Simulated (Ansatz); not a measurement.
# Structural relaxation of a frame of liquid methanol from 298 K (108 atoms), part 2 of 3

How does a frame of liquid methanol from 298 K (108 atoms) relax, and what do bonds, charges and levels look like afterwards?

Ansatz 0.2.0; Kohn-Sham DFT, PBE+D3(BJ), PAW (set soft_2), plane waves.

The cell: 18 C, 18 O and 72 H. The network of contacts between molecules at the start is that of the classical potential that made the cell. Only the Γ point is sampled, in a cell whose shortest periodic width is 11 Å.

So far. Step 2 (Single point at the start): The r.m.s. force component of 0.80 eV/Å and the pressure of 2.2 GPa set the starting point.

## (3) Relaxation

With the cell held, the atoms are moved downhill towards a nearby minimum.

Contents of input.yaml:

```yaml
crystal:
  lattice:
    - [10.65831, 0.0, 0.0]
    - [0.0, 10.65831, 0.0]
    - [0.0, 0.0, 10.65831]
  atoms:
    [... the 108 atom lines of step 2 ...]
kpoints:
  mp_grid: { grid: [1, 1, 1] }
hamiltonian:
  xc: pbe
  dispersion: d3bj
scf:
  occupations: { method: fixed }
output:
  forces: true
relax:
  f_tol: 0.03
  max_steps: 200
```

Started as:

```bash
$ ansatz run input.yaml --threads 4 --pin off --max-ram 8192MiB --backend cpu --events-out ev --progress --plain --runs-dir out
```

Numbers of over 12 decimals in the logs are rounded to 6 here.

The log of the run:

```text
[...]
Crystal: 108 atoms, lattice volume = 1210.779 Å³
Basis set: ecut = 420 eV, 23703 PW (Γ), exchange–correlation on 144×144×144 points (8 copies of the dense FFT grid, shifted against one another)
Bands: 234, of which v1, the nominal top of the filled ones, is band 126 counted from 1 (125 counted from 0)
Symmetry: 1 space group operations
[...]
k-points: 1
[...]
SCF iter   1: F=—  HF=-15878.525329 eV  |F-HF|=—  |Δ(HF+E_count)|=         —  Δρ=4.55e-3  dr2=3.81e-1  ethr=1.77e-3  ⟨swp⟩=5.0  Hψ=750  notcnv=0  defer=105
[...]
SCF iter   3: F=—  HF=-15878.422227 eV  |F-HF|=—  |Δ(HF+E_count)|=   1.06e-2  Δρ=1.03e-3  dr2=2.17e-2  ethr=3.28e-5  ⟨swp⟩=3.0  Hψ=254  notcnv=0  defer=32
automatic band count: iteration 3 solves 160 bands in place of 234: the levels show a gap, and the empty bands left out lie too high to hold charge; the band table lists the bands solved (type scf.n_extra_bands for more)
SCF iter   4: F=—  HF=-15878.420320 eV  |F-HF|=—  |Δ(HF+E_count)|=   1.91e-3  Δρ=3.34e-4  dr2=2.04e-3  ethr=8.63e-6  ⟨swp⟩=4.0  Hψ=281  notcnv=0  defer=32
[...]
SCF iter   7: F=-15878.419977 eV  HF=-15878.419981 eV  |F-HF|=3.61e-6  |Δ(HF+E_count)|=   4.97e-6  Δρ=2.35e-5  dr2=5.57e-6  ethr=8.93e-9  ⟨swp⟩=5.0  Hψ=507  notcnv=0
SCF 1 converged in 7 iterations: F = -15878.419977 eV  dr2 = 5.57e-6
[...]
relax step   1: F+E_penalty+E_count = -15878.41997719 eV  Δ(F+E_penalty+E_count) = +0.000e0 eV  max|allowed force component| = 2.907e0 eV/Å  Δτ_max = 0.0000 Å  (7 SCF iters, dr2 threshold 2.25e-5 eV, accepted)
[... from here on, the SCF cycles and remarks between the steps are left out ...]
relax step   2: F+E_penalty+E_count = -15882.23073653 eV  Δ(F+E_penalty+E_count) = -3.811e0 eV  max|allowed force component| = 1.248e0 eV/Å  Δτ_max = 0.1946 Å  (7 SCF iters, dr2 threshold 1.00e-4 eV, accepted)
relax step   3: F+E_penalty+E_count = -15883.01614853 eV  Δ(F+E_penalty+E_count) = -7.854e-1 eV  max|allowed force component| = 4.866e-1 eV/Å  Δτ_max = 0.1920 Å  (6 SCF iters, dr2 threshold 9.73e-5 eV, accepted)
relax step   4: F+E_penalty+E_count = -15883.30678568 eV  Δ(F+E_penalty+E_count) = -2.906e-1 eV  max|allowed force component| = 3.508e-1 eV/Å  Δτ_max = 0.1908 Å  (6 SCF iters, dr2 threshold 3.60e-5 eV, accepted)
relax step   5: F+E_penalty+E_count = -15883.48085550 eV  Δ(F+E_penalty+E_count) = -1.741e-1 eV  max|allowed force component| = 3.586e-1 eV/Å  Δτ_max = 0.1952 Å  (7 SCF iters, dr2 threshold 1.87e-5 eV, accepted)
relax step   6: F+E_penalty+E_count = -15883.58248337 eV  Δ(F+E_penalty+E_count) = -1.016e-1 eV  max|allowed force component| = 3.200e-1 eV/Å  Δτ_max = 0.1933 Å  (6 SCF iters, dr2 threshold 6.68e-5 eV, accepted)
relax step   7: F+E_penalty+E_count = -15883.65137779 eV  Δ(F+E_penalty+E_count) = -6.889e-2 eV  max|allowed force component| = 4.068e-1 eV/Å  Δτ_max = 0.1912 Å  (6 SCF iters, dr2 threshold 8.16e-5 eV, accepted)
relax step   8: F+E_penalty+E_count = -15883.71063891 eV  Δ(F+E_penalty+E_count) = -5.926e-2 eV  max|allowed force component| = 3.299e-1 eV/Å  Δτ_max = 0.1950 Å  (6 SCF iters, dr2 threshold 1.00e-4 eV, accepted)
relax step   9: F+E_penalty+E_count = -15883.76681027 eV  Δ(F+E_penalty+E_count) = -5.617e-2 eV  max|allowed force component| = 2.595e-1 eV/Å  Δτ_max = 0.1908 Å  (6 SCF iters, dr2 threshold 7.16e-5 eV, accepted)
relax step  10: F+E_penalty+E_count = -15883.82454799 eV  Δ(F+E_penalty+E_count) = -5.774e-2 eV  max|allowed force component| = 2.641e-1 eV/Å  Δτ_max = 0.1950 Å  (6 SCF iters, dr2 threshold 4.16e-5 eV, accepted)
relax step  11: F+E_penalty+E_count = -15883.88329064 eV  Δ(F+E_penalty+E_count) = -5.874e-2 eV  max|allowed force component| = 1.264e-1 eV/Å  Δτ_max = 0.1902 Å  (6 SCF iters, dr2 threshold 4.32e-5 eV, accepted)
relax step  12: F+E_penalty+E_count = -15883.93406044 eV  Δ(F+E_penalty+E_count) = -5.077e-2 eV  max|allowed force component| = 9.559e-2 eV/Å  Δτ_max = 0.1978 Å  (8 SCF iters, dr2 threshold 3.66e-6 eV, accepted)
relax step  13: F+E_penalty+E_count = -15883.96641634 eV  Δ(F+E_penalty+E_count) = -3.236e-2 eV  max|allowed force component| = 1.317e-1 eV/Å  Δτ_max = 0.1951 Å  (8 SCF iters, dr2 threshold 2.09e-6 eV, accepted)
relax step  14: F+E_penalty+E_count = -15883.99019642 eV  Δ(F+E_penalty+E_count) = -2.378e-2 eV  max|allowed force component| = 2.573e-1 eV/Å  Δτ_max = 0.1951 Å  (6 SCF iters, dr2 threshold 9.92e-6 eV, accepted)
relax step  15: F+E_penalty+E_count = -15884.00833145 eV  Δ(F+E_penalty+E_count) = -1.814e-2 eV  max|allowed force component| = 3.071e-1 eV/Å  Δτ_max = 0.1771 Å  (6 SCF iters, dr2 threshold 6.62e-5 eV, accepted)
relax step  16: F+E_penalty+E_count = -15884.02520124 eV  Δ(F+E_penalty+E_count) = -1.687e-2 eV  max|allowed force component| = 2.512e-1 eV/Å  Δτ_max = 0.1257 Å  (5 SCF iters, dr2 threshold 9.43e-5 eV, accepted)
relax step  17: F+E_penalty+E_count = -15884.03881679 eV  Δ(F+E_penalty+E_count) = -1.362e-2 eV  max|allowed force component| = 1.410e-1 eV/Å  Δτ_max = 0.1175 Å  (6 SCF iters, dr2 threshold 4.23e-5 eV, accepted)
[...]
relax step  36: F+E_penalty+E_count = -15884.10590611 eV  Δ(F+E_penalty+E_count) = -3.451e-3 eV  max|allowed force component| = 3.864e-2 eV/Å  Δτ_max = 0.0462 Å  (6 SCF iters, dr2 threshold 2.35e-6 eV, accepted)
relax step  37: F+E_penalty+E_count = -15884.10985274 eV  Δ(F+E_penalty+E_count) = -3.947e-3 eV  max|allowed force component| = 6.641e-2 eV/Å  Δτ_max = 0.1275 Å  (9 SCF iters, accepted)
relax step  38: F+E_penalty+E_count = -15884.10993243 eV  Δ(F+E_penalty+E_count) = -7.969e-5 eV  max|allowed force component| = 1.138e-1 eV/Å  Δτ_max = 0.1215 Å  (9 SCF iters, accepted)
relax step  39: F+E_penalty+E_count = -15884.11360704 eV  Δ(F+E_penalty+E_count) = -3.675e-3 eV  max|allowed force component| = 5.770e-2 eV/Å  Δτ_max = 0.0377 Å  (5 SCF iters, dr2 threshold 1.29e-5 eV, accepted)
relax step  40: F+E_penalty+E_count = -15884.11503762 eV  Δ(F+E_penalty+E_count) = -1.431e-3 eV  max|allowed force component| = 3.582e-2 eV/Å  Δτ_max = 0.0248 Å  (7 SCF iters, accepted)
relax step  41: F+E_penalty+E_count = -15884.11718460 eV  Δ(F+E_penalty+E_count) = -2.147e-3 eV  max|allowed force component| = 2.363e-2 eV/Å  Δτ_max = 0.0790 Å  (9 SCF iters, accepted)
relax step  42: F+E_penalty+E_count = -15884.11691393 eV  Δ(F+E_penalty+E_count) = +2.707e-4 eV  max|allowed force component| = 2.129e-1 eV/Å  Δτ_max = 0.1982 Å  (9 SCF iters, rejected (line search))
relax step  43: F+E_penalty+E_count = -15884.11964281 eV  Δ(F+E_penalty+E_count) = -2.458e-3 eV  max|allowed force component| = 3.623e-2 eV/Å  Δτ_max = 0.0973 Å  (9 SCF iters, accepted)
relax step  44: F+E_penalty+E_count = -15884.12122851 eV  Δ(F+E_penalty+E_count) = -1.586e-3 eV  max|allowed force component| = 9.037e-2 eV/Å  Δτ_max = 0.0969 Å  (9 SCF iters, accepted)
relax step  45: F+E_penalty+E_count = -15884.12249937 eV  Δ(F+E_penalty+E_count) = -1.271e-3 eV  max|allowed force component| = 9.801e-2 eV/Å  Δτ_max = 0.0519 Å  (6 SCF iters, dr2 threshold 8.17e-6 eV, accepted)
relax step  46: F+E_penalty+E_count = -15884.12410587 eV  Δ(F+E_penalty+E_count) = -1.607e-3 eV  max|allowed force component| = 1.793e-1 eV/Å  Δτ_max = 0.1739 Å  (7 SCF iters, dr2 threshold 9.61e-6 eV, accepted)
relax step  47: F+E_penalty+E_count = -15884.12512737 eV  Δ(F+E_penalty+E_count) = -1.021e-3 eV  max|allowed force component| = 1.442e-1 eV/Å  Δτ_max = 0.0657 Å  (4 SCF iters, dr2 threshold 3.21e-5 eV, accepted)
relax step  48: F+E_penalty+E_count = -15884.11064538 eV  Δ(F+E_penalty+E_count) = +1.448e-2 eV  max|allowed force component| = 2.800e-1 eV/Å  Δτ_max = 0.0822 Å  (6 SCF iters, dr2 threshold 1.35e-5 eV, rejected (line search))
relax step  49: F+E_penalty+E_count = -15884.12747263 eV  Δ(F+E_penalty+E_count) = -2.345e-3 eV  max|allowed force component| = 6.577e-2 eV/Å  Δτ_max = 0.0350 Å  (9 SCF iters, accepted)
relax step  50: F+E_penalty+E_count = -15884.12854682 eV  Δ(F+E_penalty+E_count) = -1.074e-3 eV  max|allowed force component| = 4.106e-2 eV/Å  Δτ_max = 0.0295 Å  (8 SCF iters, accepted)
relax step  51: F+E_penalty+E_count = -15884.13039668 eV  Δ(F+E_penalty+E_count) = -1.850e-3 eV  max|allowed force component| = 3.785e-2 eV/Å  Δτ_max = 0.0758 Å  (9 SCF iters, accepted)
relax step  52: F+E_penalty+E_count = -15884.13144666 eV  Δ(F+E_penalty+E_count) = -1.050e-3 eV  max|allowed force component| = 1.062e-1 eV/Å  Δτ_max = 0.1004 Å  (9 SCF iters, accepted)
relax step  53: F+E_penalty+E_count = -15884.13234839 eV  Δ(F+E_penalty+E_count) = -9.017e-4 eV  max|allowed force component| = 6.340e-2 eV/Å  Δτ_max = 0.0147 Å  (4 SCF iters, dr2 threshold 9.58e-6 eV, accepted)
relax step  54: F+E_penalty+E_count = -15884.13226982 eV  Δ(F+E_penalty+E_count) = +7.858e-5 eV  max|allowed force component| = 9.623e-2 eV/Å  Δτ_max = 0.0274 Å  (6 SCF iters, dr2 threshold 1.43e-6 eV, rejected (line search))
relax step  55: F+E_penalty+E_count = -15884.13234988 eV  Δ(F+E_penalty+E_count) = -1.490e-6 eV  max|allowed force component| = 6.354e-2 eV/Å  Δτ_max = 0.0000 Å  (7 SCF iters, accepted)
relax step  56: F+E_penalty+E_count = -15884.13232243 eV  Δ(F+E_penalty+E_count) = +2.745e-5 eV  max|allowed force component| = 9.483e-2 eV/Å  Δτ_max = 0.0282 Å  (6 SCF iters, dr2 threshold 1.44e-6 eV, rejected (line search))
relax step  57: F+E_penalty+E_count = -15884.13317971 eV  Δ(F+E_penalty+E_count) = -8.298e-4 eV  max|allowed force component| = 4.603e-3 eV/Å  Δτ_max = 0.0134 Å  (6 SCF iters, accepted)
relax step  58: F+E_penalty+E_count = -15884.13450074 eV  Δ(F+E_penalty+E_count) = -1.321e-3 eV  max|allowed force component| = 2.715e-2 eV/Å  Δτ_max = 0.0613 Å  (8 SCF iters, accepted)
SCF converged after 8 iterations
Free energy (F): -15884.134501 eV
[...]
Internal energy: -15884.134501 eV  (E = F + TS)
E sigma→0 (E₀):  -15884.134501 eV
Fermi energy:    -1.989371 eV
[...]
--- Forces (eV/Å), atoms counted from 1 ---
  atom   1  C      0.00162309    -0.00161659    -0.00017188
  atom   2  O      0.00109639    -0.00472994     0.00270796
  atom   3  H     -0.00299518     0.00369652     0.00165440
  atom   4  H      0.00072548     0.00073832    -0.00218666
  atom   5  H     -0.00163435    -0.00270327     0.00024352
  atom   6  H      0.00076999     0.00548575    -0.00772331
  atom   7  C     -0.00452301    -0.00644933     0.00792659
  atom   8  O      0.01367538     0.00889018    -0.02715340
  atom   9  H     -0.00582485    -0.00532957    -0.00032497
  atom  10  H      0.00455324     0.00427648     0.00066157
  atom  11  H      0.00068751     0.00077914     0.00063350
  atom  12  H     -0.01112911     0.00432564     0.01646063
  atom  13  C      0.00206740     0.00138729    -0.00056708
  atom  14  O     -0.00188040    -0.00383209    -0.01087093
[...]
atom 107  H      0.00145060     0.00326431     0.00349549
  atom 108  H      0.00050486    -0.00061771    -0.00038235
  max |Σ_I F_I| component: 2.74e-4 eV/Å
--- Relaxed structure (58 steps of the walk, 53 accepted, 0 SCFs on fresh bases) ---
  F+E_penalty+E_count = -15884.13450074 eV   max|allowed force component| = 2.715e-2 eV/Å
  atoms:
    - { symbol: C, position: [0.584676, 0.080789, 0.948240] }
    - { symbol: O, position: [0.458443, 0.094250, 0.906404] }
    - { symbol: H, position: [0.629311, 0.00993999, 0.888048] }
    - { symbol: H, position: [0.590267, 0.048141, 0.046291] }
[...]
- { symbol: H, position: [0.219065, 0.348786, 0.502287] }
```

Run time: 4.8 min. Hardware: 4 threads of Intel Xeon Platinum 8488C (Sapphire Rapids), shared host; peak memory 1.1 GiB; 16 min of CPU time.

Step by step (22 of 58):

| step | energy less that of the first step (eV) | largest force component (eV/Å) |
| --- | --- | --- |
| 1 | 0.0000 | 2.9067 |
| 4 | -4.8868 | 0.3508 |
| 6 | -5.1625 | 0.3200 |
| 9 | -5.3468 | 0.2595 |
| 12 | -5.5141 | 0.0956 |
| 15 | -5.5884 | 0.3071 |
| 17 | -5.6188 | 0.1410 |
| 20 | -5.6329 | 0.0234 |
| 23 | -5.6385 | 0.0808 |
| 25 | -5.6440 | 0.1147 |
| 28 | -5.6540 | 0.2337 |
| 31 | -5.6644 | 0.0742 |
| 34 | -5.6769 | 0.2290 |
| 36 | -5.6859 | 0.0386 |
| 39 | -5.6936 | 0.0577 |
| 42 | -5.6969 | 0.2129 |
| 44 | -5.7013 | 0.0904 |
| 47 | -5.7051 | 0.1442 |
| 50 | -5.7086 | 0.0411 |
| 53 | -5.7124 | 0.0634 |
| 55 | -5.7124 | 0.0635 |
| 58 | -5.7145 | 0.0272 |

Relaxation steps 30, 42, 48, 54, 56 were tried and not accepted.

The atoms that moved most (Å):

| atom | dx | dy | dz | length |
| --- | --- | --- | --- | --- |
| H22 | -1.601 | -1.847 | 1.309 | 2.773 |
| H105 | -2.455 | -0.586 | -0.320 | 2.544 |
| H23 | -2.148 | -0.030 | 0.749 | 2.275 |
| H59 | 0.519 | -1.263 | -1.801 | 2.260 |
| H107 | -1.848 | -1.085 | 0.461 | 2.192 |
| H57 | 0.784 | -1.725 | -0.022 | 1.895 |
| H47 | 0.760 | 0.966 | 1.441 | 1.894 |
| H16 | -0.417 | 1.200 | -1.297 | 1.816 |

The relaxation changed the energy by -52.9 meV/atom, and atoms moved by 1.1 Å r.m.s., 2.8 Å at most.

## (4) Distances and neighbours after relaxation

Bonds before and after, by the cutoffs listed below:

| pair | bonds before | bonds after | mean before (Å) | mean after (Å) | spread before (Å) | spread after (Å) |
| --- | --- | --- | --- | --- | --- | --- |
| H-C | 54 | 54 | 1.089 | 1.100 | 0.025 | 0.003 |
| H-O | 18 | 18 | 0.987 | 1.000 | 0.018 | 0.009 |
| C-O | 18 | 18 | 1.410 | 1.432 | 0.023 | 0.006 |

Density 0.791 g/cm³, 11.21 Å³ an atom.

Pair distribution functions g(r), in bins of 0.2 Å:

| r (Å) | total | H-H | H-C | H-O | C-C | C-O | O-O |
| --- | --- | --- | --- | --- | --- | --- | --- |
| 0.90 | 0.61 | 0.00 | 0.00 | 2.73 | 0.00 | 0.00 | 0.00 |
| 1.10 | 4.54 | 0.00 | 16.55 | 3.89 | 0.00 | 0.00 | 0.00 |
| 1.30 | 0.00 | 0.00 | 0.00 | 0.00 | 0.00 | 0.00 | 0.00 |
| 1.50 | 0.80 | 0.00 | 0.00 | 0.30 | 0.00 | 13.20 | 0.00 |
| 1.70 | 1.85 | 3.19 | 0.00 | 1.97 | 0.00 | 0.00 | 0.00 |
| 1.90 | 0.32 | 0.00 | 1.33 | 0.11 | 0.00 | 0.00 | 0.00 |
| 2.10 | 1.23 | 0.28 | 0.36 | 4.58 | 0.00 | 0.00 | 0.00 |
| 2.30 | 0.53 | 1.18 | 0.00 | 0.00 | 0.00 | 0.00 | 0.00 |
| 2.50 | 0.48 | 0.74 | 0.34 | 0.30 | 0.00 | 0.00 | 0.45 |
| 2.70 | 0.89 | 1.06 | 0.57 | 0.46 | 0.00 | 0.00 | 6.62 |
| 2.90 | 0.73 | 1.38 | 0.13 | 0.36 | 0.00 | 0.00 | 0.36 |
| 3.10 | 0.78 | 0.94 | 0.62 | 0.92 | 0.00 | 0.29 | 0.00 |
| 3.30 | 0.79 | 0.67 | 0.89 | 1.05 | 0.00 | 1.06 | 0.00 |
| 3.50 | 1.31 | 1.10 | 1.25 | 1.52 | 0.00 | 3.64 | 0.00 |
| 3.70 | 1.09 | 0.88 | 1.34 | 1.27 | 1.50 | 1.31 | 0.00 |
| 3.90 | 0.95 | 0.78 | 1.24 | 1.08 | 1.74 | 0.68 | 0.00 |
| 4.10 | 1.12 | 1.08 | 1.34 | 0.75 | 3.03 | 0.88 | 1.41 |
| 4.30 | 1.03 | 1.03 | 1.01 | 0.88 | 1.29 | 1.30 | 1.61 |
| 4.50 | 1.24 | 1.25 | 0.99 | 1.40 | 2.50 | 0.73 | 1.33 |
| 4.70 | 1.11 | 1.01 | 1.33 | 0.89 | 1.34 | 1.22 | 2.15 |
| 4.90 | 1.18 | 1.18 | 1.50 | 0.93 | 0.75 | 1.11 | 1.01 |
| 5.10 | 1.06 | 1.15 | 0.98 | 0.99 | 1.36 | 0.92 | 1.02 |

Bonds by pair of elements; cutoffs follow the first minimum of g(r), held within bounds set by covalent radii, and pairs that aren't listed don't count as bonded:

| pair A-B | cutoff (Å) | bonds | mean length (Å) | spread (Å) | shortest (Å) | B about A | A about B |
| --- | --- | --- | --- | --- | --- | --- | --- |
| H-C | 1.34 | 54 | 1.1 | 0.003 | 1.09 | 0.75 | 3 |
| H-O | 1.21 | 18 | 1 | 0.009 | 0.982 | 0.25 | 1 |
| C-O | 1.73 | 18 | 1.43 | 0.006 | 1.42 | 1 | 1 |

How many atoms have how many bonded neighbours:

| element | mean | 1 | 2 | 4 |
| --- | --- | --- | --- | --- |
| C | 4 | 0 | 0 | 18 |
| H | 1 | 72 | 0 | 0 |
| O | 2 | 0 | 18 | 0 |

Bond angles, per cent of each kind in bins of 5°:

| angle (°) | H-C-H | H-C-O | C-O-H |
| --- | --- | --- | --- |
| 105–110 | 100.0 | 33.3 | 94.4 |
| 110–115 | 0.0 | 66.7 | 5.6 |

Bond angles (no mean is given where the spread exceeds 20°):

| angle | count | mean (°) | spread (°) |
| --- | --- | --- | --- |
| H-C-H | 54 | 108 | 0.4 |
| H-C-O | 54 | 110 | 1.7 |
| C-O-H | 18 | 108 | 1 |

For some of the pairs, g(r) has its first main peak near 1.8 Å (H-H), 1.1 Å (H-C), 1.0 Å (H-O), 4.0 Å (C-C), 1.4 Å (C-O) and 2.7 Å (O-O). By these cutoffs all C atoms have 4, all H atoms have 1 and all O atoms have 2 bonded neighbours. The H-C-H angle averages 108° with a spread of 0.4°.

[end of part 2 of 3]

[Logs are printed without paths, hosts, clocks, repeated set-up lines and the standing remarks that a program may print on its own settings, such as how far it seeks lower states.]

[Hosts, paths, dates, database ids (printed as entryN), source tags and the programs' standing remarks are cut or masked in the printed files.]
